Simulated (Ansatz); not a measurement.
# WSe2 (P6_3/mmc): the G0W0 gap against the k mesh

Wanted: mesh convergence of the gap correction in WSe2 (P6_3/mmc).

Program: Ansatz 0.2.0. Level of theory: G0W0 on PBE, plane waves, PAW; PAW set soft_1. Results are calculated unless marked as measured.

This is a report of a sequence of runs, with most program output left out.

The database entry behind the starting cell differs from later determinations by our own check (a about 0.2 % long), so it need not match the best structure at ambient conditions.

## 1. The structure

It takes space group P6_3/mmc (No. 194, hexagonal). Conventional cell: a = 3.290 Å, b = 3.290 Å, c = 12.970 Å, α = 90.00°, β = 90.00°, γ = 120.00°. W has 6 Se at 2.53 Å nearest. Nearest to Se lie 3 W at 2.53 Å. Farther neighbours and most contacts between anions are not listed.

The cell and positions come from the Crystallography Open Database and are kept as given unless a step says otherwise. Spin-orbit coupling is left out unless a step names it.

## 2. The 6×6×1 mesh

Now the one-shot GW correction: screening in the RPA, then the self-energy of the levels asked for. This step takes PAW set soft_1 files.

input.yaml reads:

```yaml
crystal:
  lattice:
    - [3.29, 0.0, 0.0]
    - [-1.645, 2.8492235785, 0.0]
    - [0.0, 0.0, 12.97]
  atoms:
    - { symbol: W, position: [0.3333333333, 0.6666666667, 0.25] }
    - { symbol: W, position: [0.6666666667, 0.3333333333, 0.75] }
    - { symbol: Se, position: [0.3333333333, 0.6666666667, 0.621] }
    - { symbol: Se, position: [0.6666666667, 0.3333333333, 0.121] }
    - { symbol: Se, position: [0.3333333333, 0.6666666667, 0.879] }
    - { symbol: Se, position: [0.6666666667, 0.3333333333, 0.379] }
kpoints:
  mp_grid: { grid: [6, 6, 1] }
hamiltonian:
  xc: pbe
  pseudopotentials: { kind: paw, azcp: { folder: soft_1 } }
scf:
  occupations: { method: fixed }
gw:
  n_empty_bands: 276
  ecut_chi: 100
  qp_bands: [v2, c2]
  qp_kpoints: band_edges
  screening: { model: contour_deformation }
```

On the command line:

```sh
$ ansatz run input.yaml --threads 2 --pin off --max-ram 73728MiB --backend cuda --events-out ev --progress --plain --runs-dir out --devices 1 --max-vram 13GiB
```

Wall time 14 s (1 × NVIDIA H100 80GB HBM3 (shared by 6 runs) with 2 threads of AMD EPYC 7R13 (Zen 3), shared host); peak memory 1.2 GiB.

This step gave:

* bands summed: 322
* RPA ε∞ on this mesh (eigenvalues): 8.115, 15.53, 15.53
* plane waves in the screening matrix: 291
* q-points in the mesh: 36
* G0W0 gap on the mesh: 1.236 eV
* k of the valence top: 0, 0, 0
* k of the conduction bottom: 0.1667, 0.1667, 0
* starting gap on the mesh: 0.9755 eV
* Z at the valence top: 0.7540
* Z at the conduction bottom: 0.7640
* least direct G0W0 gap on the computed points: 1.935 eV

The gap on the mesh goes from 0.98 eV to 1.24 eV, a correction of +0.26 eV. Between the two edge states, bare exchange in place of the xc potential would open the gap by 4.39 eV, and correlation takes back 4.13 eV.

## 3. The 6×6×2 mesh

A second mesh at equal bands and cutoff isolates the sampling error.

input.yaml: that of step 2 with these lines changed.

```diff
@@ -13,3 +13,3 @@
 kpoints:
-  mp_grid: { grid: [6, 6, 1] }
+  mp_grid: { grid: [6, 6, 2] }
 hamiltonian:
```

Wall time 39 s (1 × NVIDIA H100 80GB HBM3 (shared by 6 runs) with 2 threads); peak memory 1.5 GiB; 49 s of CPU time.

Numbers from this step:

| Property | Result |
| --- | --- |
| bands summed | 322 |
| RPA ε∞ on this mesh (eigenvalues) | 7.130, 15.40, 15.40 |
| plane waves in the screening matrix | 291 |
| q-points in the mesh | 72 |
| G0W0 gap on the mesh | 1.244 eV |
| k of the valence top | 0, 0, 0 |
| k of the conduction bottom | 0.1667, 0.1667, 0 |
| starting gap on the mesh | 0.9759 eV |
| Z at the valence top | 0.7546 |
| Z at the conduction bottom | 0.7657 |
| least direct G0W0 gap on the computed points | 1.944 eV |

Against the run with 6×6×1 mesh, 276 empty bands, screening to 100 eV, PAW set soft_1 files, the gap moves by +0.007 eV.

## 4. The 9×9×2 mesh

input.yaml: that of step 3 with these lines changed.

```diff
@@ -13,3 +13,3 @@
 kpoints:
-  mp_grid: { grid: [6, 6, 2] }
+  mp_grid: { grid: [9, 9, 2] }
 hamiltonian:
```

Run time: 1.9 min. Hardware: 1 × NVIDIA H100 80GB HBM3 (shared by 6 runs) with 2 threads; peak memory 1.8 GiB; 3 min of CPU time.

Numbers from this step:

| Property | Result |
| --- | --- |
| bands summed | 322 |
| RPA ε∞ on this mesh (eigenvalues) | 7.094, 14.75, 14.75 |
| plane waves in the screening matrix | 291 |
| G0W0 gap on the mesh | 1.350 eV |
| k of the valence top | 0, 0, 0 |
| k of the conduction bottom | 0.1111, 0.2222, 0 |
| starting gap on the mesh | 1.071 eV |
| least direct G0W0 gap on the computed points | 1.931 eV |

Against the run with 6×6×2 mesh, 276 empty bands, screening to 100 eV, PAW set soft_1 files, the gap moves by +0.11 eV, while the start moved by +0.09 eV. A band edge is found at another k point on this mesh.

## 5. The 12×12×2 mesh

input.yaml: that of step 4 with these lines changed.

```diff
@@ -13,3 +13,3 @@
 kpoints:
-  mp_grid: { grid: [9, 9, 2] }
+  mp_grid: { grid: [12, 12, 2] }
 hamiltonian:
```

It took 4.7 min on 1 × NVIDIA H100 80GB HBM3 (shared by 6 runs) with 2 threads; peak memory 2.2 GiB; 7.7 min of CPU time.

This step gave:

* bands summed: 322
* RPA ε∞ on this mesh (eigenvalues): 7.093, 14.63, 14.63
* plane waves in the screening matrix: 291
* G0W0 gap on the mesh: 1.242 eV
* k of the valence top: 0, 0, 0
* k of the conduction bottom: 0.1667, 0.1667, 0
* starting gap on the mesh: 0.9745 eV
* least direct G0W0 gap on the computed points: 1.927 eV

Against the run with 9×9×2 mesh, 276 empty bands, screening to 100 eV, PAW set soft_1 files, the gap moves by −0.11 eV, while the start moved by −0.10 eV. A band edge is found at another k point on this mesh.

## 6. The meshes together

Times are wall times on 1 × NVIDIA H100 80GB HBM3 (shared by 6 runs) with 2 threads of AMD EPYC 7R13 (Zen 3), shared host, good to a factor of about two.

| mesh | points | irreducible | start (eV) | G0W0 (eV) | shift (eV) | RPA ε∞ (mean) | time |
| --- | --- | --- | --- | --- | --- | --- | --- |
| 6×6×1 | 36 | 7 | 0.975 | 1.236 | +0.261 | 13.06 | 14 s |
| 6×6×2 | 72 | 14 | 0.976 | 1.244 | +0.268 | 12.65 | 39 s |
| 9×9×2 | 162 | 24 | 1.071 | 1.350 | +0.279 | 12.20 | 1.9 min |
| 12×12×2 | 288 | 38 | 0.974 | 1.242 | +0.268 | 12.12 | 4.7 min |

## 7. Outcome

* 6×6×1: 1.236 eV (shift +0.261)
* 6×6×2: 1.244 eV (shift +0.268)
* 9×9×2: 1.350 eV (shift +0.279)
* 12×12×2: 1.242 eV (shift +0.268)
* settings: PBE start, 276 empty bands, 100 eV

**Reading.** The shift is +0.26 eV on 6×6×1 and +0.27 eV on 12×12×2. On 12×12×2 the edges lie at Γ and (0.167, 0.167, 0.000), on 9×9×2 at Γ and (0.111, 0.222, 0.000), so these two shifts belong to different pairs of states. The RPA ε∞ (mean) ranges from 12.12 to 13.06 and ends at 12.12. The starting gap changes too, by 0.10 eV, since the meshes hold different points and converge the density differently. From 36 to 288 points the time grows 21-fold. Bands and cutoff are modest here, so the values stand off the basis limit. The many-body steps are scalar-relativistic: spin-orbit coupling is not in them.

[Paths, hosts, dates, memory and timing lines, banners, echoed tables and standing remarks are left out of the program output.]

[Logs are printed without paths, hosts, clocks, repeated set-up lines and the standing remarks that a program may print on its own settings, such as how far it seeks lower states.]

[Runs of the session that timed out or met a known fault of the program may be left out.]

[Cells called generated may have been cut or substituted from an entry of the Crystallography Open Database or the Materials Project.]

[Hosts, paths, dates, database ids (printed as entryN), source tags and the programs' standing remarks are cut or masked in the printed files.]
